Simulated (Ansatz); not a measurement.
# InPd (Pm-3m): Grüneisen parameters, part 2 of 2

Wanted: mode Grüneisen parameters of InPd (Pm-3m).

Ansatz 0.2.0; DFT PBEsol, scalar-relativistic, plane waves, PAW; PAW set soft_1.

So far, highest frequency on the path or at a solved wavevector (cm⁻¹): step 2 (response at finite wavevector) 174; step 4 (phonons at the other volume, volume ratio 0.97) 189.

## Step 5: Relaxing at another volume, volume ratio 1.03

The volume is scaled by 1.03 and held; symmetry leaves nothing to relax, so this is a single point. The modes can then be followed against volume.

The input, input.yaml:

```yaml
crystal:
  lattice:
    - [3.2789597932, 0.0, 0.0]
    - [0.0, 3.2789597932, 0.0]
    - [0.0, 0.0, 3.2789597932]
  atoms:
    - { symbol: In, position: [0.0, 0.0, 0.0] }
    - { symbol: Pd, position: [0.5, 0.5, 0.5] }
kpoints:
  mp_grid: { grid: [16, 16, 16] }
hamiltonian:
  xc: pbesol
  pseudopotentials: { kind: paw, azcp: { folder: soft_1 }, xc_functional: pbe }
scf:
  occupations: { method: methfessel_paxton, width: 0.2 }
output:
  forces: true
  stress: true
  eigenvalues: true
```

The run is started by

```sh
> ansatz run input.yaml --threads 4 --pin off --max-ram 10240MiB --backend cpu --events-out ev --progress --plain --runs-dir out
```

Numbers of over 12 decimals in the logs are rounded to 6 here.

What it wrote:

```text
[...]
Crystal: 2 atoms, lattice volume = 35.254 Å³
Basis set: ecut = 420 eV, 739 PW (Γ), exchange–correlation on 48×48×48 points (8 copies of the dense FFT grid, shifted against one another)
Bands: 20, of which v1, the nominal top of the filled ones, is band 16 counted from 1 (15 counted from 0)
Symmetry: 48 space group operations
[...]
k-points: 165 of 4096
[...]
--- Band table (eV; the first three rows and the last of 165) ---
  k-point 0: bands = [... 12 lower, 14.1568, 14.1568, 14.1568, 20.5728, 20.5728, 20.5728, 25.7024, 26.9465]
  k-point 1: bands = [... 12 lower, 14.1091, 14.1091, 14.1540, 20.1116, 20.6978, 20.6978, 25.9372, 26.9243]
  k-point 2: bands = [... 12 lower, 13.9797, 13.9797, 14.1461, 19.0802, 21.0587, 21.0587, 26.1581, 26.8594]
  k-point 164: bands = [... 12 lower, 14.7740, 14.7740, 16.2599, 20.1606, 20.1606, 20.1606, 20.7718, 20.7718]
[key lines of the parts left out:]
SCF converged after 9 iterations
Free energy (F): -12433.225514 eV
Fermi energy:    16.429031 eV
P = ⅓ Tr σ = -3.7171 GPa (-37.171 kbar)
```

Wall time 2.3 s (4 threads of Arm Neoverse V1, shared host); peak memory 0.39 GiB; 8.2 s of CPU time.

This step gave:

* pressure: -3.717 GPa
* volume per atom: 17.63 Å³

The run ends at a pressure of -3.72 GPa.

## Step 6: Phonons at the other volume, volume ratio 1.03

The phonons are repeated at this volume on the same k and q meshes.

input.yaml, as its differences from that of step 5:

```diff
@@ -16,4 +16,11 @@
 output:
-  forces: true
-  stress: true
   eigenvalues: true
+phonons:
+  method: dfpt
+  qmesh: [4, 4, 4]
+  temperatures: { t_max: 1000, t_step: 50 }
+  qpath:
+    path:
+      - [[0.0, 0.0, 0.0], [0.0, 0.5, 0.0], [0.5, 0.5, 0.0], [0.0, 0.0, 0.0], [0.5, 0.5, 0.5], [0.0, 0.5, 0.0]]
+      - [[0.5, 0.5, 0.5], [0.5, 0.5, 0.0]]
+    npoints: 10
```

What it wrote:

```text
[...]
Crystal: 2 atoms, lattice volume = 35.254 Å³
Basis set: ecut = 420 eV, 739 PW (Γ), exchange–correlation on 48×48×48 points (8 copies of the dense FFT grid, shifted against one another)
Bands: 20, of which v1, the nominal top of the filled ones, is band 16 counted from 1 (15 counted from 0)
Symmetry: 48 space group operations
k-points: 165 of 4096
[...]
k-point 164: bands = [... 12 lower, 14.7740, 14.7740, 16.2600, 20.1606, 20.1606, 20.1606, 20.7718, 20.7718]
[...]
ASR residual: 5.146e-5 → 0.000e0 eV/Å²; symmetrization residual: 3.694e-5 eV/Å²
  ASR residual per site (eV/Å²): 4.81e-5 5.15e-5
  Γ frequencies (cm⁻¹): 0.00 0.00 0.00 132.43 132.43 132.43
--- Phonons (arbitrary-q DFPT): 10 irreducible q on the 4×4×4 mesh ---
[...]
interpolated dispersion: 62 rows × 6 modes
[...]
[key lines of the parts left out:]
SCF converged after 10 iterations
Free energy (F): -12433.225514 eV
Fermi energy:    16.429019 eV
```

Wall time 12 min (4 threads); peak memory 3.8 GiB.

This step gave:

```
sum-rule residual before enforcement                    : 5.15e-5 eV/Å²
highest frequency on the path or at a solved wavevector : 160.8 cm⁻¹
mean frequency                                          : 96.9 cm⁻¹
Debye temperature (second moment)                       : 195 K
logarithmic mean frequency                              : 87.8 cm⁻¹
highest optical mode at the zone centre (no LO-TO term) : 132.4 cm⁻¹
lowest optical zone-centre mode                         : 132.4 cm⁻¹
lowest mode on the q mesh (acoustic modes at Γ apart)   : 27.88 cm⁻¹
zero-point energy per atom                              : 18.03 meV
heat capacity at 300 K                                  : 24.43 J/(mol atoms K)
vibrational entropy at 300 K                            : 46.78 J/(mol atoms K)
```

The highest optical mode at the zone centre (no LO-TO term) is 132.4 cm⁻¹, -12.4 cm⁻¹ against the base run.

## Step 7: Grüneisen parameters

The Grüneisen parameter of a mode is minus the logarithmic change of its frequency with volume, −d ln ω / d ln V; weighted by heat capacity it gives the expansion.

This step gave:

```
bulk modulus : 137.9 GPa
```

The phonon branches at the labelled points (cm⁻¹):

```
    point  branch 1  branch 2  branch 3  branch 4  branch 5  branch 6
        Γ         0         0         0       145       145       145
  halfway        50        50        84       130       130       153
        X        83        83       105       105       117       164
  halfway        59        71        89       103       155       170
        M        49        49        99       101       174       174
  halfway        29        70        93       120       141       160
        Γ         0         0         0       145       145       145
  halfway        53        53        87       147       147       147
        R        96        96        96       146       146       146
  halfway        63        64        76       126       152       167
        X        83        83       105       105       117       164
jump to R        96        96        96       146       146       146
  halfway        68        68        86       123       163       163
        M        49        49        99       101       174       174
```

The same for volume x 0.97:

```
point  branch 1  branch 2  branch 3  branch 4  branch 5  branch 6
    Γ         0         0         0       158       158       158
    X        94        94       114       114       129       173
    M        51        51       108       110       189       189
    Γ         0         0         0       158       158       158
    R       109       109       109       155       155       155
    X        94        94       114       114       129       173
    R       109       109       109       155       155       155
    M        51        51       108       110       189       189
```

The same for volume x 1.03:

```csv
point,branch 1,branch 2,branch 3,branch 4,branch 5,branch 6
Γ,0,0,0,132,132,132
X,73,73,97,97,105,155
M,47,47,91,93,161,161
Γ,0,0,0,132,132,132
R,84,84,84,136,136,136
X,73,73,97,97,105,155
R,84,84,84,136,136,136
M,47,47,91,93,161,161
```

The first set of phonon branches as a text plot (rows in cm⁻¹):

```
    185 |
    177 |             ***                                       *
    169 |         ***** ***                         ****      **
    162 |     ****  *     ****                    **    **  **
    154 |   **             ** **         ****    ****      *
    146 |***       *            *****************    **   *
    138 |  *      *          ****   *            **    *   *
    130 |   *                 *      ***           *        *
    122 |    **  *           *                      **  *    *
    114 |      **          **                         *  *
    106 |     ******     **                            ***    **
     98 |    *   *  *****              *      **        * *    **
     91 |          **    **  **      ** *    *  **        *** *
     83 |   *  ****        **  *            *    ***   *** * *
     75 |         **      *              ****     * ****    *
     67 |     *    **        *      *              ****      *
     59 |    *       *   *    * *        **                   *
     51 |  **       *****               *                      **
     43 |                *     *       *
     35 | *               ***      * **
     28 |  *                 ** **  *
     20 |**                    **
     12 |*                       * *
      4 |                         *
         Γ      X      M          Γ            R        X|R     M
```

Mode Grueneisen parameter -dln(w)/dln(V), modes matched by rank; at Γ the acoustic branches take the value of a neighbouring point of the path. The mode Grüneisen parameters at the labelled points ():

```
    point  branch 1  branch 2  branch 3  branch 4  branch 5  branch 6
        Γ      4.34      4.34      2.89      2.95      2.95      2.95
  halfway      4.09      4.09      3.23      3.02      3.02      2.66
        X      4.07      4.07      2.71      2.71      3.38      1.91
  halfway      3.50      2.37      3.54      2.79      2.87      2.41
        M      1.46      1.46      2.99      2.85      2.70      2.70
  halfway      1.81      3.23      4.03      3.03      2.18      2.80
        Γ      3.60      4.28      3.19      2.95      2.95      2.95
  halfway      4.54      4.54      2.75      2.65      2.73      2.67
        R      4.22      4.22      4.22      2.15      2.15      2.15
  halfway      3.15      2.95      5.42      2.36      2.91      2.47
        X      4.07      4.07      2.71      2.71      3.38      1.91
jump to R      4.22      4.22      4.22      2.15      2.15      2.15
  halfway      3.44      3.44      4.30      2.44      2.60      2.60
        M      1.46      1.46      2.99      2.85      2.70      2.70
```

The mode Grüneisen parameters as a text plot (rows in , shown from 1.5 to 4.9 only):

```
   4.86 |                                **
   4.72 |                                  *
   4.58 |                               *        *    *
   4.43 |                                   *          *   **
   4.29 |***                     **        * ****         *  *
   4.15 |   *                 *                 *       * *
   4.00 |    * ***           *  *      *     *           *
   3.86 |     *   *                *             *      *  *
   3.72 |          *           *    ***           *         *
   3.57 |                  **    **               **   *      *
   3.43 |      ** * *         *     *      **            *   *
   3.29 |   ***  **          *  *  *   *           *           *
   3.14 |            **   ***    **                 * ***
   3.00 |******   ***  ****************             ***         *
   2.86 |* *   * *  ******   **    **  *           *** **       *
   2.71 |   *   **** ********  *        ****      *     **    ***
   2.57 |          ***    *              ****      *  **    ***
   2.43 |    *       *   * **        ***    *    ** **     * *
   2.28 |     *    *          *              *  * **  *    **
   2.14 |         * *        *                ****     *  *
   2.00 |      * *    *                                 *      *
   1.85 |       *    *       *                           *
   1.71 |             * *  **                                   *
   1.57 |               ***
         Γ      X      M          Γ            R        X|R     M
```

(dS/dlnV)/C_V. Table of thermodynamic Grueneisen parameter by temperature:

| temperature (K) | thermodynamic Grueneisen parameter |
| --- | --- |
| 50 | 3.23 |
| 100 | 3.12 |
| 150 | 3.09 |
| 200 | 3.08 |
| 250 | 3.08 |
| 300 | 3.08 |
| 350 | 3.08 |
| 400 | 3.07 |
| 450 | 3.07 |
| 500 | 3.07 |
| 550 | 3.07 |
| 600 | 3.07 |
| 650 | 3.07 |
| 700 | 3.07 |
| 750 | 3.07 |
| 800 | 3.07 |
| 850 | 3.07 |
| 900 | 3.07 |
| 950 | 3.07 |
| 1000 | 3.07 |

Gamma C_V/(B V) at the static volume. Volume expansion against temperature:

```
temperature (K)  volume expansion (1e-6/K)
             50                       28.9
            100                       44.5
            150                       49.3
            200                       51.2
            250                       52.1
            300                       52.7
            350                       53.0
            400                       53.2
            450                       53.3
            500                       53.5
            550                       53.5
            600                       53.6
            650                       53.6
            700                       53.7
            750                       53.7
            800                       53.7
            850                       53.7
            900                       53.7
            950                       53.8
           1000                       53.8
```

## Step 8: Summary of results

| Property | Result |
| --- | --- |
| bulk modulus | 138 GPa |
| thermodynamic Grüneisen parameter at 300 K | 3.077 |
| volume expansion at 300 K, estimated | 52.67 × 10⁻⁶ K⁻¹ |

In words: By this estimate the volume grows by 52.7 × 10⁻⁶ per kelvin at 300 K. The highest optical mode at Γ goes from 158 to 132 cm⁻¹ as the cell grows, a Grüneisen parameter of 2.94. Mode parameters on the path run from 1.5 to 5.4, with a median of 3.0. Branches are matched by rank, so values near crossings are rough. The expansion is the Grüneisen estimate at the static volume, with the static bulk modulus. With no gap, or one that is small against the smearing, the frequencies hang on the k mesh and the smearing, most of all near Kohn anomalies. The phonon runs are without spin polarisation, although the cell has an odd electron count. The PAW files were made for PBE and serve the other functionals too. A phonon run warned that its eigensolver left some bands unconverged in a pass.

[Logs are printed without paths, hosts, clocks, repeated set-up lines and the standing remarks that a program may print on its own settings, such as how far it seeks lower states.]

[Hosts, paths, dates, database ids (printed as entryN), source tags and the programs' standing remarks are cut or masked in the printed files.]
